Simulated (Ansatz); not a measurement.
# BeAgH3 (built on the sites of a database entry of NaBeH3): phonons and vibrational spectra

Wanted: vibrations and spectra of BeAgH3 (built on the sites of a database entry of NaBeH3); the cell is already relaxed. After the zone centre comes a 4×4×4 q mesh on a 12×12×12 k mesh.

Calculated with Ansatz 0.2.0; DFT PBEsol, scalar-relativistic, plane waves, PAW.

Most raw output is cut from this account.

The structure was built from a prototype and need not be the compound's stable phase.

## 1. The starting structure

It takes space group Pm-3m (No. 221, cubic). The conventional cell has a = 3.346 Å, b = 3.346 Å, c = 3.346 Å, α = 90.00°, β = 90.00°, γ = 90.00°. Nearest to Ag lie 12 H at 2.37 Å. Be has 6 H at 1.67 Å nearest. H has 2 Be at 1.67 Å nearest. Farther neighbours are not listed.

## 2. Modes at Γ

The cell comes from relaxations at this level that are not shown. The zone centre comes first: it holds the modes that light can see, as far as symmetry allows. No field response is asked, since the mesh shows no gap.

The input, input.yaml:

```yaml
crystal:
  lattice:
    - [3.3462488596, 0.0, 0.0]
    - [0.0, 3.3462488596, 0.0]
    - [0.0, 0.0, 3.3462488596]
  atoms:
    - { symbol: Ag, position: [0.5, 0.5, 0.5] }
    - { symbol: Be, position: [0.0, 0.0, 0.0] }
    - { symbol: H, position: [0.0, 0.0, 0.5] }
    - { symbol: H, position: [0.5, 0.0, 0.0] }
    - { symbol: H, position: [0.0, 0.5, 0.0] }
kpoints:
  mp_grid: { grid: [12, 12, 12] }
hamiltonian:
  xc: pbesol
scf:
  occupations: { method: methfessel_paxton, width: 0.2 }
output:
  eigenvalues: true
phonons:
  method: dfpt
```

Started as:

```
> ansatz run input.yaml --threads 4 --pin off --max-ram 14336MiB --backend cpu --events-out ev --progress --plain --runs-dir out
```

The job ended after 20 s (4 threads of Intel Xeon Platinum 8259CL at 2.50GHz (Skylake/Cascade Lake), shared host; peak memory 0.92 GiB).

This step gave:

| Quantity | Value |
| --- | --- |
| volume per atom | 7.494 Å³ |
| gap on the k-mesh | 0 eV |
| sum-rule residual before enforcement | 4.04e-5 eV/Å² |
| point group | m-3m |
| highest optical mode at the zone centre (no LO-TO term) | 1058 cm⁻¹ |
| lowest optical zone-centre mode | -467.2 cm⁻¹ |

Patterns of degenerate modes are one choice out of their space. Modes at Γ, with each element's share of the kinetic energy (negative means imaginary):

| mode | frequency (cm⁻¹) | symmetry | Ag % | Be % | H % |
| --- | --- | --- | --- | --- | --- |
| 1 | -467.2 | T1u | 2 | 0 | 98 |
| 2 | -467.2 | T1u | 2 | 0 | 98 |
| 3 | -467.2 | T1u | 2 | 0 | 98 |
| 4 | 0.0 | acoustic | 90 | 8 | 3 |
| 5 | 0.0 | acoustic | 90 | 8 | 3 |
| 6 | 0.0 | acoustic | 90 | 8 | 3 |
| 7 | 66.3 | T1u | 8 | 92 | 0 |
| 8 | 66.3 | T1u | 8 | 92 | 0 |
| 9 | 66.3 | T1u | 8 | 92 | 0 |
| 10 | 683.3 | T2u | 0 | 0 | 100 |
| 11 | 683.3 | T2u | 0 | 0 | 100 |
| 12 | 683.3 | T2u | 0 | 0 | 100 |
| 13 | 1058.3 | T1u | 0 | 0 | 100 |
| 14 | 1058.3 | T1u | 0 | 0 | 100 |
| 15 | 1058.3 | T1u | 0 | 0 | 100 |

Displacements in mode 2 (-467.2 cm⁻¹), the largest set to 1:
```
Ag1  0.00  0.00 -0.02
Be2  0.00  0.00 -0.02
H3   0.05 -0.15  1.00
H4   0.08 -0.15  0.58
H5   0.05 -0.25  0.58
```

Displacements in mode 13 (1058.3 cm⁻¹), the largest set to 1:
```
Ag1  0.00  0.00  0.00
Be2  0.00  0.01  0.02
H3   0.00 -0.23  1.00
H4   0.00 -0.23 -0.85
H5   0.00  0.28 -0.85
```

Before it was imposed, the acoustic sum rule was missed by 4.0e-5 eV/Å². Small misses are needed for a sound result but don't prove that mesh and cutoff are converged. The lowest optical mode is imaginary, 467.2i cm⁻¹, so the energy falls along it.

## 3. Response at finite wavevector

Stability and thermal properties need the whole zone. Linear response on a 4×4×4 q mesh gives force constants as far as a supercell of that size would.

input.yaml, as its differences from that of step 2:

```diff
@@ -21 +21,8 @@
   method: dfpt
+  qmesh: [4, 4, 4]
+  temperatures: { t_max: 1000, t_step: 50 }
+  qpath:
+    path:
+      - [[0.0, 0.0, 0.0], [0.0, 0.5, 0.0], [0.5, 0.5, 0.0], [0.0, 0.0, 0.0], [0.5, 0.5, 0.5], [0.0, 0.5, 0.0]]
+      - [[0.5, 0.5, 0.5], [0.5, 0.5, 0.0]]
+    npoints: 10
```

Wall time 8.6 min (4 threads); peak memory 2.5 GiB.

This step gave:

```
sum-rule residual before enforcement                    : 3.95e-5 eV/Å²
lowest frequency on the path                            : -895.6 cm⁻¹
highest frequency on the path or at a solved wavevector : 1570 cm⁻¹
lowest mode on the q mesh (acoustic modes at Γ apart)   : -895.6 cm⁻¹
```

Frequencies (cm⁻¹) solved at each irreducible wavevector; negative means imaginary. Frequencies by wavevector, by row:

| q in reciprocal lattice units | star | mode 1 | mode 2 | mode 3 | mode 4 | mode 13 | mode 14 | mode 15 |
| --- | --- | --- | --- | --- | --- | --- | --- | --- |
| 0 0 0 | 1 | -467.2 | -467.2 | -467.2 | 0 | 1058 | 1058 | 1058 |
| 0 0 0.25 | 6 | -319.5 | -319.5 | -48 | -48 | 1034 | 1034 | 1170 |
| 0 0 -0.5 | 3 | -128.5 | -128.5 | -74.1 | -74.1 | 1006 | 1006 | 1228 |
| 0 0.25 0.25 | 12 | -423 | -102.5 | -58.1 | -53.5 | 953.6 | 1004 | 1308 |
| 0 0.25 -0.5 | 12 | -375.4 | -77.6 | -62.8 | -52.8 | 928.5 | 965.2 | 1372 |
| 0 -0.5 -0.5 | 3 | -895.6 | -160.8 | -80.5 | -69.8 | 889.6 | 946.9 | 1460 |
| 0.25 0.25 0.25 | 8 | -410.1 | -410.1 | -63.4 | -63.4 | 949.4 | 949.4 | 1398 |
| 0.25 0.25 -0.5 | 12 | -375.5 | -365.1 | -313.9 | -71.5 | 926.9 | 945.3 | 1454 |
| 0.25 -0.5 -0.5 | 6 | -815.2 | -361.9 | -361.9 | -73.4 | 941.3 | 981.2 | 1517 |
| -0.5 -0.5 -0.5 | 1 | -774.7 | -774.7 | -774.7 | -70 | 997.6 | 997.6 | 1570 |

Interpolated from a 4×4×4 q mesh. The phonon branches at the labelled points (cm⁻¹):

| point | branch 1 | branch 2 | branch 3 | branch 4 | branch 12 | branch 13 | branch 14 | branch 15 |
| --- | --- | --- | --- | --- | --- | --- | --- | --- |
| Γ | -467 | -467 | -467 | 0 | 683 | 1058 | 1058 | 1058 |
| halfway | -320 | -320 | -48 | -48 | 838 | 1034 | 1034 | 1170 |
| X | -128 | -128 | -74 | -74 | 902 | 1006 | 1006 | 1228 |
| halfway | -375 | -78 | -63 | -53 | 881 | 928 | 965 | 1372 |
| M | -896 | -161 | -80 | -70 | 833 | 890 | 947 | 1460 |
| halfway | -423 | -102 | -58 | -54 | 900 | 954 | 1004 | 1308 |
| Γ | -467 | -467 | -467 | 0 | 683 | 1058 | 1058 | 1058 |
| halfway | -410 | -410 | -63 | -63 | 912 | 949 | 949 | 1398 |
| R | -775 | -775 | -775 | -70 | 998 | 998 | 998 | 1570 |
| halfway | -376 | -365 | -314 | -71 | 912 | 927 | 945 | 1454 |
| X | -128 | -128 | -74 | -74 | 902 | 1006 | 1006 | 1228 |
| jump to R | -775 | -775 | -775 | -70 | 998 | 998 | 998 | 1570 |
| halfway | -815 | -362 | -362 | -73 | 941 | 941 | 981 | 1517 |
| M | -896 | -161 | -80 | -70 | 833 | 890 | 947 | 1460 |

The phonon density of states has structure finer than the step of the table below, so its rows give means over 50 cm⁻¹, whole bins alone (the curve runs from -890 to 1570 cm⁻¹). Peaks (cm⁻¹: height): -70.0: 0.0874, 310.0: 0.0155, 950.0: 0.0285.

Tetrahedra on a 20×20×20 mesh, mean over bins of 20 cm-1. Interpolated from a 4×4×4 q mesh. Phonon density of states against wavenumber; means over each step:

| wavenumber (cm⁻¹) | phonon density of states (1/cm⁻¹/cell) |
| --- | --- |
| -850 | 3.4e-4 |
| -800 | 7.3e-4 |
| -750 | 0.00126 |
| -700 | 0.00141 |
| -650 | 0.00149 |
| -600 | 0.00161 |
| -550 | 0.00178 |
| -500 | 0.00206 |
| -450 | 0.00277 |
| -400 | 0.00456 |
| -350 | 0.00490 |
| -300 | 0.00358 |
| -250 | 0.00307 |
| -200 | 0.00297 |
| -150 | 0.00362 |
| -100 | 0.0181 |
| -50 | 0.0386 |
| 0 | 0.00411 |
| 50 | 0.00385 |
| 100 | 0.00683 |
| 150 | 0.00743 |
| 200 | 0.0112 |
| 250 | 0.0133 |
| 300 | 0.0143 |
| 350 | 0.00678 |
| 400 | 0.00427 |
| 450 | 0.00656 |
| 500 | 0.00556 |
| 550 | 0.00506 |
| 600 | 0.00838 |
| 650 | 0.00843 |
| 700 | 0.00469 |
| 750 | 0.00549 |
| 800 | 0.00797 |
| 850 | 0.00766 |
| 900 | 0.0166 |
| 950 | 0.0247 |
| 1000 | 0.0113 |
| 1050 | 0.00270 |
| 1100 | 3.8e-4 |
| 1150 | 5.8e-4 |
| 1200 | 8.5e-4 |
| 1250 | 0.00187 |
| 1300 | 0.00253 |
| 1350 | 0.00308 |
| 1400 | 0.00370 |
| 1450 | 0.00387 |
| 1500 | 0.00217 |

The partial phonon density of states has structure finer than the step of the table below, so its rows give means over 100 cm⁻¹, whole bins alone (the curve runs from -890 to 1624 cm⁻¹). Peaks (cm⁻¹: height): Ag -68.0: 0.0512; Be 280.0: 0.0106, 469.8: 0.00314; H -368.5: 0.00512, 627.9: 0.00969, 944.3: 0.0249, 1434.6: 0.00402.

Phonopy on the run's constants, 17x17x17 mesh, Gaussian sigma 18.0 cm-1. Interpolated from a 4×4×4 q mesh. The partial phonon density of states by wavenumber; means over each step; values in 1/cm⁻¹/cell:

| wavenumber (cm⁻¹) | Ag | Be | H |
| --- | --- | --- | --- |
| -800 | 0 | 2.2e-6 | 8.0e-4 |
| -700 | 0 | 1.9e-5 | 0.00140 |
| -600 | 0 | 3.6e-5 | 0.00133 |
| -500 | 6.7e-7 | 1.3e-4 | 0.00246 |
| -400 | 2.7e-5 | 1.9e-4 | 0.00366 |
| -300 | 3.1e-5 | 3.4e-4 | 0.00369 |
| -200 | 7.1e-5 | 4.0e-4 | 0.00217 |
| -100 | 0.0203 | 0.00113 | 0.00124 |
| 0 | 0.00842 | 5.9e-4 | 3.6e-4 |
| 100 | 6.6e-4 | 0.00447 | 0.00139 |
| 200 | 2.2e-4 | 0.00803 | 0.00256 |
| 300 | 1.7e-4 | 0.00879 | 0.00362 |
| 400 | 2.3e-5 | 0.00232 | 0.00288 |
| 500 | 7.5e-6 | 0.00199 | 0.00368 |
| 600 | 7.4e-6 | 5.8e-4 | 0.00714 |
| 700 | 4.8e-7 | 1.4e-4 | 0.00550 |
| 800 | 8.8e-6 | 2.6e-4 | 0.00715 |
| 900 | 1.5e-5 | 4.4e-4 | 0.0163 |
| 1000 | 9.9e-6 | 8.6e-5 | 0.0122 |
| 1100 | 0 | 2.5e-7 | 8.1e-4 |
| 1200 | 0 | 7.4e-6 | 0.00100 |
| 1300 | 0 | 2.0e-5 | 0.00248 |
| 1400 | 0 | 2.0e-5 | 0.00361 |
| 1500 | 0 | 8.0e-6 | 0.00229 |

Symmetry leaves 10 wavevectors to solve. The lowest mode among them, the acoustic zeros apart, lies at q = (0, -0.5, -0.5) and is imaginary, 895.6i cm⁻¹, so the energy falls along it.

## 4. The same by displaced supercells

Finite displacements in a 2×2×2 supercell give force constants from forces alone. They are exact at the wavevectors that the supercell holds, where they check the linear-response result.

input.yaml, as its differences from that of step 3:

```diff
@@ -20,4 +20,4 @@
 phonons:
-  method: dfpt
-  qmesh: [4, 4, 4]
+  method: fd
+  supercell: [2, 2, 2]
   temperatures: { t_max: 1000, t_step: 50 }
```

The job ended after 2.2 min (4 threads; peak memory 2 GiB).

Numbers from this step:

```
atoms in the supercell               : 40
sum-rule residual before enforcement : 7.73e-5 eV/Å²
```

Interpolated from a 2×2×2 supercell, rough between the solved points. The phonon branches at the labelled points (cm⁻¹):

| point | branch 1 | branch 2 | branch 3 | branch 4 | branch 12 | branch 13 | branch 14 | branch 15 |
| --- | --- | --- | --- | --- | --- | --- | --- | --- |
| Γ | -467 | -467 | -467 | 0 | 683 | 1058 | 1058 | 1058 |
| halfway | -319 | -319 | -46 | -46 | 697 | 1031 | 1031 | 1131 |
| X | -128 | -128 | -74 | -74 | 902 | 1006 | 1006 | 1228 |
| halfway | -583 | -77 | -65 | -58 | 840 | 956 | 961 | 1370 |
| M | -896 | -161 | -80 | -70 | 833 | 890 | 947 | 1460 |
| halfway | -409 | -110 | -53 | -53 | 865 | 925 | 998 | 1265 |
| Γ | -467 | -467 | -467 | 0 | 683 | 1058 | 1058 | 1058 |
| halfway | -396 | -396 | -216 | -61 | 873 | 941 | 941 | 1378 |
| R | -775 | -775 | -775 | -70 | 998 | 998 | 998 | 1570 |
| halfway | -546 | -514 | -315 | -68 | 921 | 932 | 977 | 1463 |
| X | -128 | -128 | -74 | -74 | 902 | 1006 | 1006 | 1228 |
| jump to R | -775 | -775 | -775 | -70 | 998 | 998 | 998 | 1570 |
| halfway | -837 | -472 | -472 | -118 | 967 | 967 | 973 | 1526 |
| M | -896 | -161 | -80 | -70 | 833 | 890 | 947 | 1460 |

The phonon density of states has structure finer than the step of the table below, so its rows give means over 50 cm⁻¹, whole bins alone (the curve runs from -890 to 1570 cm⁻¹). Peaks (cm⁻¹: height): -70.0: 0.0736, 330.0: 0.0166, 950.0: 0.0303.

Tetrahedra on a 18×18×18 mesh, mean over bins of 20 cm-1. Interpolated from a 2×2×2 supercell, rough between the solved points. Phonon density of states against wavenumber; means over each step:

| wavenumber (cm⁻¹) | phonon density of states (1/cm⁻¹/cell) |
| --- | --- |
| -850 | 7.9e-4 |
| -800 | 0.00143 |
| -750 | 0.00201 |
| -700 | 0.00205 |
| -650 | 0.00208 |
| -600 | 0.00207 |
| -550 | 0.00211 |
| -500 | 0.00213 |
| -450 | 0.00256 |
| -400 | 0.00324 |
| -350 | 0.00420 |
| -300 | 0.00381 |
| -250 | 0.00318 |
| -200 | 0.00308 |
| -150 | 0.00386 |
| -100 | 0.0180 |
| -50 | 0.0361 |
| 0 | 0.00529 |
| 50 | 0.00430 |
| 100 | 0.00691 |
| 150 | 0.00768 |
| 200 | 0.00985 |
| 250 | 0.0132 |
| 300 | 0.0143 |
| 350 | 0.00996 |
| 400 | 0.00819 |
| 450 | 0.00886 |
| 500 | 0.00525 |
| 550 | 0.00475 |
| 600 | 0.00774 |
| 650 | 0.00465 |
| 700 | 0.00444 |
| 750 | 0.00615 |
| 800 | 0.00739 |
| 850 | 0.00672 |
| 900 | 0.0135 |
| 950 | 0.0244 |
| 1000 | 0.0116 |
| 1050 | 0.00196 |
| 1100 | 5.3e-4 |
| 1150 | 9.3e-4 |
| 1200 | 0.00141 |
| 1250 | 0.00205 |
| 1300 | 0.00240 |
| 1350 | 0.00272 |
| 1400 | 0.00313 |
| 1450 | 0.00334 |
| 1500 | 0.00229 |

At Γ the two methods differ by at most 0.0 cm⁻¹.

## 5. Outcome

| Item | Value |
| --- | --- |
| space group (within 0.01 Å) | Pm-3m |
| volume per atom | 7.49 Å³ |
| electronic character | no gap on this mesh |
| highest optical mode at the zone centre (no LO-TO term) | 1058 cm⁻¹ |
| lowest optical zone-centre mode | -467 cm⁻¹ |
| lowest mode on the q mesh (acoustic modes at Γ apart) | -896 cm⁻¹ |
| highest frequency on the path or at a solved wavevector | 1570 cm⁻¹ |
| imaginary modes on the 4×4×4 q mesh | yes |

Modes are clearly imaginary (beyond 10i cm⁻¹) at 10 of the 10 irreducible wavevectors, most at q = (0, -0.5, -0.5) (895.6i cm⁻¹), so this structure is not a minimum of the energy. The optical modes at Γ span -467 to 1058 cm⁻¹ (negative means imaginary). The highest mode in this list at Γ, 1058.3 cm⁻¹, is mostly motion of H (100 % of the kinetic energy). Finite displacements and linear response differ by 0.0 cm⁻¹ in the highest zone-centre mode. With no gap, or one that is small against the smearing, the frequencies hang on the k mesh and the smearing, most of all near Kohn anomalies. A phonon run warned that its eigensolver left some bands unconverged in a pass. The starting cell was built on a prototype and not taken from a measurement, so the phase need not exist. These are harmonic frequencies at zero temperature: anharmonic shifts, linewidths and thermal expansion are left out.

[Logs are printed without paths, hosts, clocks, repeated set-up lines and the standing remarks that a program may print on its own settings, such as how far it seeks lower states.]

[Hosts, paths, dates, database ids (printed as entryN), source tags and the programs' standing remarks are cut or masked in the printed files.]
